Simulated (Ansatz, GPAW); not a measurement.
# A 2-layer slab of Ba(100): simulated STM images, part 2 of 3

What would a tunnelling microscope show on a 2-layer slab of Ba(100)?

GPAW 26.7.0 and Ansatz 0.2.0; Ansatz plane waves; slab in vacuum with a dipole correction, relaxation; PAW set soft_1 (the session's first sound run).

So far, upper work function (eV): step 2 (relaxation) 2.32.

## 3. Plane waves, PBE

The work function is the vacuum plateau of the electrostatic potential less the Fermi level; a dipole layer lets the two faces have plateaus of their own.

This step: GPAW, PAW setups; slab in vacuum (GPAW 26.7.0).

run.py reads:

```python
import json
import numpy as np
from ase import Atoms
from ase.dft.stm import STM
from gpaw import GPAW, PW

slab = Atoms(
    ['Ba', 'Ba'],
    positions=[
        [2.51000, 2.51000, 7.00000],
        [-0.00000, 0.00000, 9.77962]],
    cell=[[5.02, 0.0, 0.0], [0.0, 5.02, 0.0], [0.0, 0.0, 16.51]],
    pbc=[True, True, False])

slab.calc = GPAW(mode=PW(400), xc='PBE', kpts={'size': (6, 6, 1), 'gamma': True},
                 occupations={'name': 'fermi-dirac', 'width': 0.1}, nbands='160%',
                 convergence={'density': 1e-05}, maxiter=200,
                 poissonsolver={'dipolelayer': 'xy'},
                 symmetry={'tolerance': 1e-3}, txt='slab.txt')
result = {}
energy = slab.get_potential_energy()
fermi = slab.calc.get_fermi_level()
v = slab.calc.get_electrostatic_potential().mean((0, 1)) - fermi
n = slab.calc.get_pseudo_density().mean((0, 1))
L = slab.cell[2, 2]
z = np.arange(len(v)) * L / len(v)
low, high = slab.positions[:, 2].min(), slab.positions[:, 2].max()
below, above = np.interp([low - 4.8, high + 4.8], z, v)
slopes = [np.interp(x, z, np.gradient(v, z)) for x in (low - 4.8, high + 4.8)]
eps = np.array([[slab.calc.get_eigenvalues(k, s) for k in range(len(slab.calc.get_ibz_k_points()))]
                for s in range(slab.calc.get_number_of_spins())]) - fermi
top, bottom = eps[eps < 0].max(), eps[eps > 0].min()
dipole = slab.get_dipole_moment()[2]
print(f'energy {energy:.4f} eV, Fermi level {fermi:.4f} eV, dipole {dipole:.5f} e A')
print(f'potential 4.8 A off the faces, from the Fermi level: lower {below:.4f} eV, upper {above:.4f} eV')
print(f'slope of the potential there: lower {slopes[0]:.5f}, upper {slopes[1]:.5f} eV/A')
print(f'nearest levels on the mesh: {top:.4f} and {bottom:.4f} eV')
print('magnetic moment', round(slab.get_magnetic_moment(), 3))
result.update(energy=energy, fermi=fermi, dipole=dipole, below=below, above=above, slopes=slopes, edges=[top, bottom],
              z=z.tolist(), v=v.tolist(), n=n.tolist(), positions=slab.positions.tolist(),
              forces=slab.get_forces(apply_constraint=False).tolist(), moments=slab.get_magnetic_moments().tolist())

# Images need the states of the whole zone, up to time reversal
slab.calc = slab.calc.fixed_density(symmetry={'point_group': False}, txt='states.txt', nbands='250%',
                                    convergence={'bands': 'CBM+1.8'})
stm = STM(slab)
result['stm'] = []
for bias in [-2.0, -1.0, 1.5]:
    height = high + 3.0
    current = stm.get_averaged_current(bias, height)
    x, y, h = stm.scan(bias, current)
    i, f = divmod(height / L * stm.ldos.shape[2], 1)
    I = abs((1 - f) * stm.ldos[:, :, int(i)] + f * stm.ldos[:, :, int(i) + 1])
    print(f'bias {bias} V: mean current at 3.0 A {current:.4e}, corrugation {np.ptp(h):.4f} A')
    result['stm'].append(dict(bias=bias, current=current, h=(h - high).tolist(), I=I.tolist()))
json.dump(result, open('result.json', 'w'))
```

Command:

```bash
$ OMP_NUM_THREADS=1 OPENBLAS_NUM_THREADS=1 python run.py
```

Numbers of over 12 decimals in the logs are rounded to 6 here.

Output:

```text
energy -2.7255 eV, Fermi level 0.0648 eV, dipole 0.00005 e A
potential 4.8 A off the faces, from the Fermi level: lower 2.3133 eV, upper 2.3131 eV
slope of the potential there: lower -0.00858, upper 0.00850 eV/A
nearest levels on the mesh: -0.0202 and 0.0649 eV
magnetic moment 0.0
bias -2.0 V: mean current at 3.0 A 8.4714e-04, corrugation 0.3206 A
bias -1.0 V: mean current at 3.0 A 6.6238e-04, corrugation 0.2576 A
bias 1.5 V: mean current at 3.0 A 5.3869e-03, corrugation 0.8296 A
```

It took 48 s on 1 thread of Intel Xeon Platinum 8559C (Emerald Rapids), shared host; peak memory 0.34 GiB.

This step gave:

```yaml
dipole_along_the_normal: 5.10e-5 e·Å
levels_nearest_the_fermi_level_on_the_mesh: -0.02019, 0.06489 eV from the Fermi level
upper_work_function: 2.313 eV
lower_work_function: 2.313 eV
corrugation_minus_2: 0.3206 Å
corrugation_minus_1: 0.2576 Å
corrugation_1p5: 0.8296 Å
```

Electrostatic potential energy of an electron (without an applied field's), less the Fermi level, planar mean against z:

```tsv
z (Å)	electrostatic potential energy of an electron (without an applied field's), less the Fermi level, planar mean (eV)
0	2.32
1	2.32
2	2.31
3	2.30
4	2.20
5	1.73
6	-0.614
7	-12.1
8	-0.717
9	-2.18
10	-10.4
11	0.330
12	1.90
13	2.24
14	2.30
15	2.32
16	2.32
```

The pseudo valence density, planar mean oscillates, so the rows of the table below give means over windows of 0.83 Å about each position, cut where the curve ends. Its maxima inside the range that stand out by 2 % of the span (Å: e/Å³): 6.60: 0.211, 7.43: 0.215, 9.29: 0.209, 10.11: 0.210. Its minima: 7.02: 0.174, 8.46: 0.0561, 9.70: 0.178.

Pseudo valence density, planar mean against z; means over each step:

```tsv
z (Å)	pseudo valence density, planar mean (e/Å³)
1.24	1.7e-5
2.07	8.0e-5
2.90	3.3e-4
3.73	0.00124
4.56	0.00425
5.39	0.0187
6.22	0.130
7.05	0.194
7.88	0.122
8.71	0.0936
9.54	0.193
10.37	0.161
11.20	0.0296
12.03	0.00556
12.86	0.00164
13.69	4.5e-4
14.52	1.1e-4
15.35	2.4e-5
16.18	5.3e-6
```

Tip height over the top atom over a1 and a2. Sample bias -2 V, constant current at the mean current 3.0 Å over the top atom.

Ten even steps from '_' (2.82 Å) to '@' (3.14 Å):
```
@@@@@@@@%%%%####****++++++++++****####%%%%@@@@@@
@@@@@@@@%%%%##****++++++++++++++****##%%%%@@@@@@
@@@@@@%%%%####****++++++++++++++****####%%%%@@@@
%%%%%%%%####****++++==========++++****####%%%%%%
%%%%%%####****++++======--======++++****####%%%%
########****++====--------------====++****######
####******++====----::::::::::----====++******##
********++++==----::::......::::----==++++******
****++++++==----::..............::----==++++++**
++++++++====--::::..__________..::::--====++++++
++++++++====--::....__________....::--====++++++
++++++++==----::....__________....::----==++++++
++++++++====--::....__________....::--====++++++
++++++++====--::::..__________..::::--====++++++
****++++++==----::..............::----==++++++**
********++++==----::::......::::----==++++******
####******++====----::::::::::----====++******##
########****++====--------------====++****######
%%%%%%####****++++======--======++++****####%%%%
%%%%%%%%####****++++==========++++****####%%%%%%
@@@@@@%%%%####****++++++++++++++****####%%%%@@@@
@@@@@@@@%%%%##****++++++++++++++****##%%%%@@@@@@
@@@@@@@@%%%%####****++++++++++****####%%%%@@@@@@
@@@@@@@@%%%%####****++++++++++****####%%%%@@@@@@
```
Columns: a1 from 0 to 0.958; rows upwards: a2 from 0 to 0.958.

Local density of states summed over the bias window over a1 and a2. Sample bias -2 V, constant height 3.0 Å over the top atom.

Ten even steps from '0' (0.66 × 1e-3 arbitrary) to '9' (1.04 × 1e-3 arbitrary):
```
999987766555455566778999
999887765554445556778899
998877665444444456677889
888776654443334445667788
877766544333333344566777
777665443322222334456677
666654433221112233445666
665544332111111123344556
555443321110001112334455
555443221100000112234455
554433211000000011233445
544433211000000011233444
554433211000000011233445
555443221100000112234455
555443321110001112334455
665544332111111123344556
666654433221112233445666
777665443322222334456677
877766544333333344566777
888776654443334445667788
998877665444444456677889
999887765554445556778899
999987766555455566778999
999988766555555566788999
```
Columns: a1 from 0 to 0.958; rows upwards: a2 from 0 to 0.958.

Tip height over the top atom over a1 and a2. Sample bias -1 V, constant current at the mean current 3.0 Å over the top atom.

Values in Å, 12 rows by 16 columns, each cell a mean:
```
3.10 3.10 3.08 3.07 3.05 3.03 3.02 3.01 3.01 3.01 3.02 3.04 3.06 3.07 3.09 3.10
3.09 3.08 3.07 3.05 3.03 3.01 3.00 2.99 2.99 2.99 3.00 3.02 3.04 3.06 3.08 3.08
3.07 3.06 3.04 3.03 3.00 2.98 2.96 2.95 2.95 2.96 2.97 2.99 3.01 3.03 3.05 3.06
3.04 3.03 3.02 3.00 2.97 2.95 2.93 2.91 2.91 2.92 2.94 2.96 2.98 3.00 3.03 3.04
3.02 3.01 3.00 2.98 2.95 2.92 2.89 2.88 2.87 2.88 2.90 2.93 2.96 2.98 3.01 3.02
3.01 3.01 2.99 2.97 2.93 2.91 2.87 2.86 2.85 2.86 2.89 2.91 2.95 2.97 3.00 3.01
3.01 3.01 2.99 2.97 2.94 2.91 2.88 2.86 2.86 2.87 2.89 2.92 2.95 2.98 3.00 3.01
3.03 3.02 3.01 2.99 2.96 2.94 2.91 2.89 2.89 2.90 2.92 2.94 2.97 2.99 3.01 3.03
3.05 3.05 3.03 3.01 2.99 2.97 2.95 2.93 2.93 2.94 2.95 2.97 3.00 3.02 3.04 3.05
3.08 3.07 3.06 3.04 3.02 3.00 2.98 2.97 2.97 2.97 2.99 3.00 3.03 3.05 3.06 3.07
3.09 3.09 3.08 3.06 3.04 3.02 3.01 3.00 3.00 3.00 3.01 3.03 3.05 3.07 3.08 3.09
3.10 3.10 3.09 3.07 3.05 3.04 3.02 3.01 3.01 3.02 3.03 3.04 3.06 3.08 3.09 3.10
```
Columns: a1 from 0 to 0.958; rows upwards: a2 from 0 to 0.958.

Local density of states summed over the bias window over a1 and a2. Sample bias -1 V, constant height 3.0 Å over the top atom.

Values in units of 1e-4 arbitrary, 12 rows by 16 columns, each cell a mean:
```
7.6 7.6 7.4 7.3 7.1 7.0 6.8 6.7 6.7 6.7 6.9 7.0 7.2 7.3 7.5 7.6
7.5 7.4 7.3 7.1 6.9 6.8 6.6 6.5 6.5 6.5 6.7 6.8 7.0 7.2 7.3 7.4
7.2 7.2 7.1 6.9 6.6 6.5 6.3 6.2 6.1 6.2 6.3 6.5 6.7 6.9 7.1 7.2
7.0 7.0 6.8 6.6 6.3 6.1 5.9 5.8 5.8 5.8 6.0 6.2 6.5 6.7 6.9 7.0
6.8 6.8 6.6 6.4 6.1 5.9 5.7 5.6 5.5 5.6 5.7 5.9 6.2 6.5 6.7 6.8
6.8 6.7 6.5 6.3 6.0 5.8 5.5 5.4 5.4 5.4 5.6 5.8 6.1 6.3 6.6 6.7
6.8 6.7 6.5 6.3 6.0 5.8 5.6 5.5 5.4 5.5 5.7 5.9 6.2 6.4 6.6 6.7
6.9 6.9 6.7 6.5 6.2 6.0 5.8 5.7 5.6 5.7 5.9 6.1 6.3 6.5 6.8 6.9
7.1 7.1 6.9 6.7 6.5 6.3 6.1 6.0 6.0 6.0 6.2 6.3 6.6 6.8 7.0 7.1
7.4 7.3 7.2 7.0 6.8 6.6 6.4 6.3 6.3 6.4 6.5 6.7 6.9 7.1 7.2 7.3
7.5 7.5 7.4 7.2 7.0 6.9 6.7 6.6 6.6 6.7 6.8 6.9 7.1 7.3 7.4 7.5
7.6 7.6 7.5 7.3 7.2 7.0 6.9 6.8 6.8 6.8 6.9 7.0 7.2 7.4 7.5 7.6
```
Columns: a1 from 0 to 0.958; rows upwards: a2 from 0 to 0.958.

Tip height over the top atom over a1 and a2. Sample bias 1.5 V, constant current at the mean current 3.0 Å over the top atom.

Ten even steps from '0' (2.30 Å) to '9' (3.13 Å):
```
999999999999999999999999
999999999999999999999999
999999999988888999999999
999999988888888888999999
999999888777777788899999
999998877766666777889999
999988776655555667788999
999988765544344556788999
999987765432223456778999
999887654321112345678899
999887654210001245678899
999887653210001235678899
999887654210001245678899
999887654321112345678899
999987765432223456778999
999988765544344556788999
999988776655555667788999
999998877766666777889999
999999888777777788899999
999999988888888888999999
999999999988888999999999
999999999999999999999999
999999999999999999999999
999999999999999999999999
```
Columns: a1 from 0 to 0.958; rows upwards: a2 from 0 to 0.958.

Local density of states summed over the bias window over a1 and a2. Sample bias 1.5 V, constant height 3.0 Å over the top atom.

Ten even steps from '_' (3.40 × 1e-3 arbitrary) to '@' (6.20 × 1e-3 arbitrary):
```
@@@@@@@@@@@@@@@@@@@@@@@@@@@@@@@@@@@@@@@@@@@@@@@@
@@@@@@@@@@@@@@@@@@%%%%%%%%%%%%%%@@@@@@@@@@@@@@@@
@@@@@@@@@@@@@@%%%%%%##########%%%%%%@@@@@@@@@@@@
@@@@@@@@@@%%%%######**********######%%%%@@@@@@@@
@@@@@@@@%%%%####****++++++++++****####%%%%@@@@@@
@@@@@@@@%%##****++++==========++++****##%%@@@@@@
@@@@@@%%####**++==--------------==++**####%%@@@@
@@@@@@%%##**++==----::::::::::----==++**##%%@@@@
@@@@%%%%##**++----::..........::----++**##%%%%@@
@@@@%%##**++==--::....______....::--==++**##%%@@
@@@@%%##**++==--::..__________..::--==++**##%%@@
@@@@%%##**++==--::..__________..::--==++**##%%@@
@@@@%%##**++==--::..__________..::--==++**##%%@@
@@@@%%##**++==--::....______....::--==++**##%%@@
@@@@%%%%##**++----::..........::----++**##%%%%@@
@@@@@@%%##**++==----::::::::::----==++**##%%@@@@
@@@@@@%%####**++==--------------==++**####%%@@@@
@@@@@@@@%%##****++++==========++++****##%%@@@@@@
@@@@@@@@%%%%####****++++++++++****####%%%%@@@@@@
@@@@@@@@@@%%%%######**********######%%%%@@@@@@@@
@@@@@@@@@@@@@@%%%%%%##########%%%%%%@@@@@@@@@@@@
@@@@@@@@@@@@@@@@@@%%%%%%%%%%%%%%@@@@@@@@@@@@@@@@
@@@@@@@@@@@@@@@@@@@@@@@@@@@@@@@@@@@@@@@@@@@@@@@@
@@@@@@@@@@@@@@@@@@@@@@@@@@@@@@@@@@@@@@@@@@@@@@@@
```
Columns: a1 from 0 to 0.958; rows upwards: a2 from 0 to 0.958.

The potential is flat to 0.009 eV/Å where it is read, so the vacuum is wide enough. The geometry is the other program's minimum; here the largest force on a free atom is 0.0023 eV/Å.

## 4. A second plane-wave code

A second program with its own datasets checks the number independently.

This step: Ansatz plane waves; slab in vacuum with a dipole correction; PAW set soft_1 (Ansatz 0.2.0).

input.yaml reads:

```yaml
crystal:
  lattice:
    - [5.02, 0.0, 0.0]
    - [0.0, 5.02, 0.0]
    - [0.0, 0.0, 16.51]
  atoms:
    - { symbol: Ba, position: [0.5, 0.5, 0.4239854634] }
    - { symbol: Ba, position: [0.0, 0.0, 0.59234531] }
kpoints:
  mp_grid: { grid: [6, 6, 1] }
hamiltonian:
  xc: pbe
  pseudopotentials: { kind: paw, azcp: { folder: soft_1 } }
scf:
  occupations: { method: fermi_dirac, width: 0.1 }
efield:
  axis: 3
  dipole_correction: true
  ramp_width: 0.05
output:
  forces: true
  write_potential: true
  write_density: true
  volumetric_format: npy
  elf: true
```

Command:

```bash
$ ansatz run input.yaml --threads 4 --pin off --max-ram 8192MiB --backend cpu --events-out ev --progress --plain --runs-dir out
```

Output:

```text
[...]
Crystal: 2 atoms, lattice volume = 416.059 Å³
Basis set: ecut = 420 eV, 8155 PW (Γ), exchange–correlation on 72×72×240 points (8 copies of the dense FFT grid, shifted against one another)
Bands: 14, of which v1, the nominal top of the filled ones, is band 10 counted from 1 (9 counted from 0)
Symmetry: 8 space group operations
k-points: 10 of 36
[...]
SCF iter   1: F=—  HF=-11898.961483 eV  |F-HF|=—  |Δ(HF+E_count)|=         —  Δρ=6.59e-3  dr2=2.17e0  ethr=3.10e-3  p=0.000 e·Å  D=9.03e-9 V/Å  ΔV_dip=-0.00 eV  dr2_dipole=5.50e-8  V_vac-E_F(+/−)=4.12/4.12 eV  ⟨swp⟩=7.7  Hψ=1004  notcnv=0
[...]
SCF iter   8: F=-11898.451324 eV  HF=-11898.451324 eV  |F-HF|=1.93e-8  |Δ(HF+E_count)|=   6.67e-8  Δρ=1.46e-6  dr2=3.07e-8  ethr=5.00e-10  p=0.000 e·Å  D=4.79e-6 V/Å  ΔV_dip=-0.00 eV  dr2_dipole=5.58e-9  V_vac-E_F(+/−)=2.32/2.32 eV  ⟨swp⟩=10.6  Hψ=1198  notcnv=0
[...]
SCF 1 converged in 8 iterations: F = -11898.451324 eV  dr2 = 3.07e-8
[...]
SCF converged after 8 iterations
Free energy (F): -11898.451324 eV
[...]
Internal energy: -11898.320102 eV  (E = F + TS)
E sigma→0 (E₀):  -11898.385713 eV
Entropy (-TS):   -0.131222 eV (-65.611 meV/atom)
Fermi energy:    0.313952 eV
Dipole field:    D = -0.000065 V/Å  (p = -0.000149 e·Å, saw-weighted, corrected)
Work function:   Φ+ = 2.3177 eV   Φ− = 2.3169 eV
[...]
--- Forces (eV/Å), atoms counted from 1 ---
  atom   1  Ba     0.00000000     0.00000000     0.00356253
  atom   2  Ba    -0.00000000     0.00000000    -0.00351741
  max |Σ_I F_I| component: 4.51e-5 eV/Å
--- Band table (eV; the first three rows and the last of 10) ---
  k-point 0: bands = [... 6 lower, -14.2543, -14.2543, -1.8201, -0.4973, 0.2922, 0.8481, 1.0680, 1.5985]
  k-point 1: bands = [... 6 lower, -14.2725, -14.2593, -1.6003, -0.3441, 0.3777, 0.9278, 1.0738, 1.6122]
  k-point 2: bands = [... 6 lower, -14.3061, -14.2739, -1.0281, -0.1567, 0.5895, 0.8855, 1.2219, 1.6714]
  k-point 9: bands = [... 6 lower, -14.2975, -14.2975, 0.0874, 0.0874, 0.5842, 0.5842, 1.6732, 1.6732]
```

It took 1.3 s on 4 threads; peak memory 0.61 GiB.

Reading the cycles: dr2 is the Hartree energy of the density residual (eV), the measure of convergence; HF is the Harris–Foulkes estimate of the energy, which meets the free energy F at convergence.

Numbers from this step:

```
upper work function     : 2.318 eV
lower work function     : 2.317 eV
dipole along the normal : -1.49e-4 e·Å
dipole field            : -6.49e-5 V/Å
vacuum level above      : 2.632 eV
```

Electrostatic potential energy of an electron (with the applied field's), less the Fermi level, planar mean against z:

```tsv
z (Å)	electrostatic potential energy of an electron (with the applied field's), less the Fermi level, planar mean (eV)
0	2.32
1	2.32
2	2.32
3	2.30
4	2.20
5	1.73
6	-0.634
7	-6.35
8	-0.708
9	-2.07
10	-5.91
11	0.335
12	1.90
13	2.24
14	2.30
15	2.32
16	2.32
```

Table of valence density, planar mean by z:

```tsv
z (Å)	valence density, planar mean (e/Å³)
1	8.7e-6
2	6.4e-5
3	3.6e-4
4	0.00173
5	0.00747
6	0.0732
7	0.212
8	0.0876
9	0.134
10	0.207
11	0.0384
12	0.00539
13	0.00124
14	2.5e-4
15	4.2e-5
16	5.3e-6
```

(Continued in part 3 of 3.)

[Logs are printed without paths, hosts, clocks, repeated set-up lines and the standing remarks that a program may print on its own settings, such as how far it seeks lower states.]

[Hosts, paths, dates, database ids (printed as entryN), source tags and the programs' standing remarks are cut or masked in the printed files.]
